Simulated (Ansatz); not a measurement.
## LuAs (Fm-3m): phonons along a line and the smearing

Does LuAs (Fm-3m) have a Kohn anomaly or a soft branch that a wide smearing hides?

Program: Ansatz 0.2.0. Level of theory: DFT PBEsol, scalar-relativistic, plane waves, PAW. Results are calculated unless marked as measured.

## (1) Set-up

It takes space group Fm-3m (No. 225, cubic). The conventional cell has a = 5.676 Å, b = 5.676 Å, c = 5.676 Å, α = 90.00°, β = 90.00°, γ = 90.00°. Nearest to Lu lie 6 As at 2.84 Å. Nearest to As lie 6 Lu at 2.84 Å. Farther neighbours are not listed.

## (2) Relaxation

The structure is brought to rest under this functional.

Input file input.yaml:

```yaml
crystal:
  lattice:
    - [0.0, 2.838190747, 2.838190747]
    - [2.838190747, 0.0, 2.838190747]
    - [2.838190747, 2.838190747, 0.0]
  atoms:
    - { symbol: Lu, position: [0.5, 0.5, 0.5] }
    - { symbol: As, position: [0.0, 0.0, 0.0] }
kpoints:
  mp_grid: { grid: [10, 10, 10] }
hamiltonian:
  xc: pbesol
scf:
  occupations: { method: gaussian, width: 0.1 }
output:
  forces: true
  stress: true
  eigenvalues: true
relax:
  adjacent_minimum: "off"
  f_tol: 0.005
  max_steps: 80
  cell: { stress_tol: 0.05 }
```

On the command line:

```bash
$ ansatz run input.yaml --threads 4 --pin off --max-ram 8192MiB --backend cpu --events-out ev --progress --plain --runs-dir out
```

Numbers of over 12 decimals in the logs are rounded to 6 here.

Log:

```text
[the first part of the log is left out]
  E_xc         = -297.405636
  E_vxc        = -339.730697  (∫ρ·V_xc dr)
  E_paw        = -9048.154338  (= ΣΔE_a)
  E_vpaw       = 580.818388  (= ΣTr[D̂ρ^β])
  E_aug_tail   = 0.000039  (compensation charges beyond the density's cutoff)
  E_ewald      = -6050.892770
  E_core_change = 2.158596  (= ΣΔE_core)
  E_smearing   = -0.002463  (= −TS)
  E_closure    = -0.000000  (closes the sum)
  Σ components = -19427.442471   (vs F -19427.442471, Δ=0.00e0)
--- Forces (eV/Å), atoms counted from 1 ---
  atom   1  Lu     0.00000000    -0.00000000     0.00000000
  atom   2  As    -0.00000000     0.00000000    -0.00000000
  max |Σ_I F_I| component: 3.24e-28 eV/Å
--- Stress (GPa, compression-positive) ---
       -0.009342      -0.000000      -0.000000
       -0.000000      -0.009342      -0.000000
       -0.000000      -0.000000      -0.009342
  P = ⅓ Tr σ = -0.0093 GPa (-0.093 kbar)
--- Band table (eV; the first three rows and the last of 47) ---
  k-point 0: bands = ["-41.9693", "-20.6619", "-20.6619", "-20.6439", "-20.6439", "-20.6439", "-12.6290", "-12.6290", "-12.6290", "2.1774", "9.1767", "9.1767", "9.1767", "9.2203", "9.2709", "9.2709", "9.2709", "14.6446", "14.6446", "14.6446", "15.4058", "15.4058", "15.4058", "16.3730"]
  k-point 1: bands = ["-41.9689", "-20.6621", "-20.6621", "-20.6438", "-20.6437", "-20.6437", "-12.6449", "-12.6297", "-12.6297", "2.3105", "9.1716", "9.1823", "9.1823", "9.2224", "9.2673", "9.2673", "9.2711", "13.4453", "13.9578", "13.9578", "15.6665", "15.6665", "15.7753", "17.1665"]
  k-point 2: bands = ["-41.9678", "-20.6627", "-20.6627", "-20.6438", "-20.6435", "-20.6435", "-12.6861", "-12.6318", "-12.6318", "2.6868", "9.1564", "9.1985", "9.1985", "9.2281", "9.2583", "9.2583", "9.2715", "11.8196", "13.0530", "13.0530", "15.9726", "16.1630", "16.1630", "18.6414"]
  k-point 46: bands = ["-41.9635", "-20.6628", "-20.6610", "-20.6436", "-20.6427", "-20.6416", "-12.7358", "-12.7110", "-12.6831", "3.8309", "9.1953", "9.2185", "9.2329", "9.2478", "9.2494", "9.2571", "9.2677", "10.8871", "11.3040", "11.3552", "16.1914", "17.3809", "17.7797", "19.1654"]
--- Relaxed structure (4 steps of the walk, 3 accepted, 1 SCFs on fresh bases) ---
  F+E_penalty+E_count = -19427.44247144 eV   max|allowed force component| = 1.743e-28 eV/Å   (the final SCF, on the basis selected at the relaxed cell)
  cell:  # Å, volume = 44.1301 Å³
    - [0, 2.804799, 2.804799]
    - [2.804799, 0, 2.804799]
    - [2.804799, 2.804799, 0]
  atoms:
    - { symbol: Lu, position: [0.500000, 0.500000, 0.500000] }
    - { symbol: As, position: [0, 0, 0] }
```

Elapsed: 6.4 s, on 4 threads of Arm Neoverse V1, shared host; peak memory 0.4 GiB; 23 s of CPU time.

Relaxation path:

```csv
step,energy less that of the first step (eV),largest force component (eV/Å),pressure (GPa),volume (Å³)
1,0.0000,0.0000,-2.82,45.73
2,0.0034,0.0000,3.64,42.42
3,-0.0148,0.0000,-0.18,44.22
4,-0.0149,0.0000,0.00,44.13
5,-0.0145,0.0000,-0.01,44.13
```

The log counts 1 steps on a newly chosen plane-wave basis, not all of them marked here; energy and pressure can jump at such steps. Relaxation step 2 was tried and not accepted.

```csv
"conventional cell, symmetrised",before,after,change
a (Å),5.676,5.610,-1.2 %
b (Å),5.676,5.610,-1.2 %
c (Å),5.676,5.610,-1.2 %
volume (Å³/atom),22.86,22.07,-3.5 %
```

Final coordinates:

```xyz
2
Lattice="0.0000 2.8048 2.8048 2.8048 0.0000 2.8048 2.8048 2.8048 0.0000" Properties=species:S:1:pos:R:3 pbc="T T T"
Lu    2.8048    2.8048    2.8048
As    0.0000    0.0000    0.0000
```

Numbers from this step:

```yaml
pressure: -0.009342 GPa
volume_per_atom: 22.07 Å³
metallic_on_mesh: yes
gap_on_the_k_mesh: 0 eV
```

The largest force is now zero by symmetry and the largest stress component 0.0093 GPa, small enough for phonons.

## (3) Phonons along a line: Fermi–Dirac smearing of 0.1 eV

The smearing blurs the Fermi surface that screens the phonons; a Fermi–Dirac width is an electronic temperature.

Input file input.yaml:

```yaml
crystal:
  lattice:
    - [0.0, 2.8047991491, 2.8047991491]
    - [2.8047991491, 0.0, 2.8047991491]
    - [2.8047991491, 2.8047991491, 0.0]
  atoms:
    - { symbol: Lu, position: [0.5, 0.5, 0.5] }
    - { symbol: As, position: [0.0, 0.0, 0.0] }
kpoints:
  mp_grid: { grid: [16, 16, 16] }
hamiltonian:
  xc: pbesol
scf:
  occupations: { method: fermi_dirac, width: 0.1 }
output:
  eigenvalues: true
phonons:
  method: dfpt
  qpoints:
    - [0, 0, 0]
    - [0.0625, 0.0, 0.0625]
    - [0.1875, 0.0, 0.1875]
    - [0.3125, 0.0, 0.3125]
    - [0.4375, 0.0, 0.4375]
```

Log:

```text
[...]
Crystal: 2 atoms, lattice volume = 44.130 Å³
Basis set: ecut = 420 eV, 869 PW (Γ), exchange–correlation on 54×54×54 points (8 copies of the dense FFT grid, shifted against one another)
Bands: 24, of which v1, the nominal top of the filled ones, is band 20 counted from 1 (19 counted from 0)
Symmetry: 48 space group operations
k-points: 145 of 4096
[...]
SCF iter   1: F=—  HF=-19427.449182 eV  |F-HF|=—  |Δ(HF+E_count)|=         —  Δρ=1.76e-3  dr2=1.56e-3  ethr=1.77e-3  ⟨swp⟩=5.3  Hψ=16900  notcnv=0
[...]
SCF iter  11: F=-19427.446646 eV  HF=-19427.446646 eV  |F-HF|=0.00e0  |Δ(HF+E_count)|=  1.46e-11  Δρ=2.03e-8  dr2=1.05e-13  ethr=1.00e-12  ⟨swp⟩=7.4  Hψ=21265  notcnv=0
SCF 1 converged in 11 iterations: F = -19427.446646 eV  dr2 = 1.05e-13
[...]
NSCF: frozen V_eff on 145 k-points
[...]
DFPT response loops at q = (0, 0, 0) (fractional): preconditioner auto → Kerker (q_TF=auto, 2.684 Å⁻¹) (partly filled bands, converged f_vac=0.000); β = 1.00, the filter's whole step (`scf.mixing.beta` (0.50) is not read by the response loops under this deck's `scf.mixing.preconditioner`; to damp them name `kerker` or `kerker_dos`, under which they read `scf.mixing.beta`, and type it under 1.00, their step now; both keys bind the ground state too); Broyden in place of MSR1
[...]
SCF converged after 11 iterations
Free energy (F): -19427.446646 eV
[...]
Internal energy: -19427.438274 eV  (E = F + TS)
E sigma→0 (E₀):  -19427.442460 eV
Entropy (-TS):   -0.008372 eV (-4.186 meV/atom)
Fermi energy:    13.914440 eV
[...]
--- Band table (eV; the first three rows and the last of 145) ---
  k-point 0: bands = [... 16 lower, 9.2710, 14.6447, 14.6447, 14.6447, 15.4058, 15.4058, 15.4058, 16.3730]
  k-point 1: bands = [... 16 lower, 9.2710, 14.0325, 14.3034, 14.3034, 15.5379, 15.5379, 15.6549, 16.7264]
  k-point 2: bands = [... 16 lower, 9.2712, 13.0363, 13.7211, 13.7211, 15.7676, 15.7676, 15.8296, 17.5065]
  k-point 144: bands = [... 16 lower, 9.2706, 11.0881, 11.0881, 11.1631, 17.0150, 17.0150, 17.3952, 19.1665]
--- Phonons (Γ-DFPT): 2 representative perturbations + reference (Σ response iterations 6) ---
  ASR residual: 3.515e-5 → 0.000e0 eV/Å²; symmetrization residual: 2.705e-6 eV/Å²
  ASR residual per site (eV/Å²): 3.51e-5 5.08e-6
  Γ frequencies (cm⁻¹): 0.00 0.00 0.00 176.88 176.88 176.88
  non-analytic LO–TO correction: not included (Born effective charges unavailable; polar crystals: no LO–TO splitting at Γ)
--- Phonons (arbitrary-q DFPT): 5 explicit q-points ---
  q = [0, 0, 0] (of the zone-centre solve; hermiticity 8.96e-7, symmetrization 2.02e-12): -0.00 0.00 0.00 176.88 176.88 176.88
  q = [0.0625, 0, 0.0625] (4 solved perturbations in 3616 linear systems a pass and spin channel, the states on 1160 of 4096 k-point pairs; hermiticity 7.96e-7, symmetrization 9.18e-12): 15.65 15.65 34.61 176.99 177.02 177.02
[...]
sum rule: each row above includes the acoustic sum rule's correction from the zone centre's row sums; it moved no ω² by more than (0.23 cm⁻¹)²
```

Wall time 10 min (4 threads); peak memory 3.2 GiB.

In the SCF lines HF is the Harris–Foulkes energy and dr2 the Hartree energy of the density residual, in eV; the loop may stop once dr2 is under the threshold and the program's other checks hold. Hψ counts applications of the Hamiltonian.

Each wavevector solved by linear response. Frequency against |q| along the line:

```csv
|q| along the line (Å⁻¹),mode 1 = mode 2 (cm⁻¹),mode 3 (cm⁻¹),mode 4 = mode 5 (cm⁻¹),mode 6 (cm⁻¹)
0.000,0,0,177,177
0.140,15.7,34.6,177,177
0.420,42.0,92.5,180,191
0.700,61.0,115,181,188
0.980,71.2,93.7,177,196
```

## (4) Phonons along a line: Fermi–Dirac smearing of 0.25 eV

The smearing blurs the Fermi surface that screens the phonons; a Fermi–Dirac width is an electronic temperature.

Edit input.yaml of step 3 so:

```diff
@@ -13,3 +13,3 @@
 scf:
-  occupations: { method: fermi_dirac, width: 0.1 }
+  occupations: { method: fermi_dirac, width: 0.25 }
 output:
```

Wider smearing eases the sum over k-points of a metal but moves the result away from its zero-temperature value.

Log:

```text
band count auto-derived: 26 (N_el = 40.0; filled up to band 20; 24 by the electrons, moments and atoms)
[...]
Crystal: 2 atoms, lattice volume = 44.130 Å³
Basis set: ecut = 420 eV, 869 PW (Γ), exchange–correlation on 54×54×54 points (8 copies of the dense FFT grid, shifted against one another)
Bands: 26, of which v1, the nominal top of the filled ones, is band 20 counted from 1 (19 counted from 0)
Symmetry: 48 space group operations
k-points: 145 of 4096
[...]
SCF iter   1: F=—  HF=-19427.475142 eV  |F-HF|=—  |Δ(HF+E_count)|=         —  Δρ=2.08e-3  dr2=2.59e-3  ethr=1.77e-3  ⟨swp⟩=5.5  Hψ=17986  notcnv=0
[...]
SCF iter  11: F=-19427.472274 eV  HF=-19427.472274 eV  |F-HF|=0.00e0  |Δ(HF+E_count)|=  1.46e-11  Δρ=2.42e-8  dr2=8.99e-14  ethr=1.00e-12  ⟨swp⟩=7.8  Hψ=23727  notcnv=0
SCF 1 converged in 11 iterations: F = -19427.472274 eV  dr2 = 8.99e-14
[...]
SCF converged after 11 iterations
Free energy (F): -19427.472274 eV
[...]
Internal energy: -19427.401300 eV  (E = F + TS)
E sigma→0 (E₀):  -19427.436787 eV
Entropy (-TS):   -0.070974 eV (-35.487 meV/atom)
Fermi energy:    13.935061 eV
[...]
--- Band table (eV; the first three rows and the last of 145) ---
  k-point 0: bands = [... 16 lower, 9.2758, 14.6367, 14.6367, 14.6367, 15.4076, 15.4076, 15.4076, 16.3744, ... 2 higher]
  k-point 1: bands = [... 16 lower, 9.2759, 14.0265, 14.2970, 14.2970, 15.5392, 15.5392, 15.6550, 16.7266, ... 2 higher]
  k-point 2: bands = [... 16 lower, 9.2760, 13.0312, 13.7159, 13.7159, 15.7691, 15.7691, 15.8294, 17.5055, ... 2 higher]
  k-point 144: bands = [... 16 lower, 9.2751, 11.0845, 11.0845, 11.1590, 17.0149, 17.0149, 17.3960, 19.1707, ... 2 higher]
[...]
ASR residual: 4.270e-4 → 0.000e0 eV/Å²; symmetrization residual: 5.031e-7 eV/Å²
  ASR residual per site (eV/Å²): 4.27e-4 1.43e-5
  Γ frequencies (cm⁻¹): 0.00 0.00 0.00 178.47 178.47 178.47
[...]
--- Phonons (arbitrary-q DFPT): 5 explicit q-points ---
[...]
```

Run time: 11 min. Hardware: 4 threads; peak memory 3.3 GiB; 41 min of CPU time.

Each wavevector solved by linear response. Table of frequency by |q| along the line:

```csv
|q| along the line (Å⁻¹),mode 1 = mode 2 (cm⁻¹),mode 3 (cm⁻¹),mode 4 = mode 5 (cm⁻¹),mode 6 (cm⁻¹)
0.000,0,0,178,178
0.140,15.4,34.6,179,179
0.420,41.5,91.5,182,187
0.700,60.3,113,183,186
0.980,70.5,92.5,182,196
```

Against step 3 (now smearing width 0.25 eV), the free energy moves by -12.8 meV an atom.

## (5) Wavevectors along a line: Fermi–Dirac smearing of 0.04 eV

Each wavevector is solved by itself, so no interpolation smooths a dip of the branch.

Edit input.yaml of step 4 so:

```diff
@@ -13,3 +13,3 @@
 scf:
-  occupations: { method: fermi_dirac, width: 0.25 }
+  occupations: { method: fermi_dirac, width: 0.04 }
 output:
```

Narrower smearing comes nearer the zero-temperature value but asks more of the mesh.

Log:

```text
[...]
Crystal: 2 atoms, lattice volume = 44.130 Å³
Basis set: ecut = 420 eV, 869 PW (Γ), exchange–correlation on 54×54×54 points (8 copies of the dense FFT grid, shifted against one another)
Bands: 24, of which v1, the nominal top of the filled ones, is band 20 counted from 1 (19 counted from 0)
Symmetry: 48 space group operations
k-points: 145 of 4096
[...]
SCF iter   1: F=—  HF=-19427.445606 eV  |F-HF|=—  |Δ(HF+E_count)|=         —  Δρ=1.72e-3  dr2=1.42e-3  ethr=1.77e-3  ⟨swp⟩=5.1  Hψ=17029  notcnv=0
[...]
SCF iter  11: F=-19427.443111 eV  HF=-19427.443111 eV  |F-HF|=0.00e0  |Δ(HF+E_count)|=  1.46e-11  Δρ=3.47e-8  dr2=3.40e-13  ethr=1.00e-12  ⟨swp⟩=7.8  Hψ=22719  notcnv=0
SCF 1 converged in 11 iterations: F = -19427.443111 eV  dr2 = 3.40e-13
[...]
SCF converged after 11 iterations
Free energy (F): -19427.443111 eV
[...]
Internal energy: -19427.441752 eV  (E = F + TS)
E sigma→0 (E₀):  -19427.442431 eV
Entropy (-TS):   -0.001359 eV (-0.679 meV/atom)
Fermi energy:    13.912768 eV
[...]
--- Band table (eV; the first three rows and the last of 145) ---
  k-point 0: bands = [... 16 lower, 9.2705, 14.6460, 14.6460, 14.6460, 15.4057, 15.4057, 15.4057, 16.3729]
  k-point 1: bands = [... 16 lower, 9.2706, 14.0334, 14.3044, 14.3044, 15.5378, 15.5378, 15.6550, 16.7265]
  k-point 2: bands = [... 16 lower, 9.2707, 13.0371, 13.7220, 13.7220, 15.7675, 15.7675, 15.8297, 17.5068]
  k-point 144: bands = [... 16 lower, 9.2702, 11.0887, 11.0887, 11.1637, 17.0151, 17.0151, 17.3952, 19.1661]
[...]
ASR residual: 4.648e-5 → 0.000e0 eV/Å²; symmetrization residual: 2.891e-6 eV/Å²
  ASR residual per site (eV/Å²): 4.65e-5 6.82e-6
  Γ frequencies (cm⁻¹): 0.00 0.00 0.00 176.67 176.67 176.67
[...]
--- Phonons (arbitrary-q DFPT): 5 explicit q-points ---
[...]
```

Wall time 10 min (4 threads); peak memory 3.1 GiB; 39 min of CPU time.

Each wavevector solved by linear response. Frequency against |q| along the line:

```csv
|q| along the line (Å⁻¹),mode 1 = mode 2 (cm⁻¹),mode 3 (cm⁻¹),mode 4 (cm⁻¹),mode 5 (cm⁻¹),mode 6 (cm⁻¹)
0.000,0,0,177,177,177
0.140,15.6,34.7,176,176,176
0.420,42.1,92.7,180,180,191
0.700,61.0,115,181,181,188
0.980,71.3,93.9,175,175,197
```

Against step 3 (now smearing width 0.04 eV), the free energy moves by +1.8 meV an atom.

## (6) The lowest branch at each setting

The lowest frequency by |q| along the line:

```csv
|q| along the line (Å⁻¹),"fermi dirac 0.1 eV, k 16x16x16 (cm⁻¹)","fermi dirac 0.25 eV, k 16x16x16 (cm⁻¹)","fermi dirac 0.04 eV, k 16x16x16 (cm⁻¹)"
0.000,0,0,0
0.140,15.7,15.4,15.6
0.420,42.0,41.5,42.1
0.700,61.0,60.3,61.0
0.980,71.2,70.5,71.3
```

## (7) What came out

```yaml
phonon_run_of_the_rows_without_a_label_of_their_own: PBEsol, k 16×16×16
lowest_branch_at_the_last_solved_point_fermi_dirac_0p1_ev: 71.2 cm⁻¹ at |q| = 0.980 Å⁻¹
lowest_branch_at_the_last_solved_point_fermi_dirac_0p25_ev: 70.5 cm⁻¹ at |q| = 0.980 Å⁻¹
lowest_branch_at_the_last_solved_point_fermi_dirac_0p04_ev: 71.3 cm⁻¹ at |q| = 0.980 Å⁻¹
```

**Reading.** No branch softens by more than 4 % of the top frequency as the smearing narrows, so no anomaly that hangs on the smearing shows at these points. The line holds 5 wavevectors, so a narrow dip between them would be missed. Between Fermi–Dirac 0.25 eV and Fermi–Dirac 0.04 eV the largest change, with modes counted by rank of frequency, is in mode 4 at |q| = 0.980 Å⁻¹, from 182 to 175 cm⁻¹. Where branches cross, a count by rank can hide a softening. At the narrowest width the k mesh may not resolve the Fermi surface, so part of the change can be mesh noise.

[Logs are printed without paths, hosts, clocks, repeated set-up lines and the standing remarks that a program may print on its own settings, such as how far it seeks lower states.]

[Hosts, paths, dates, database ids (printed as entryN), source tags and the programs' standing remarks are cut or masked in the printed files.]
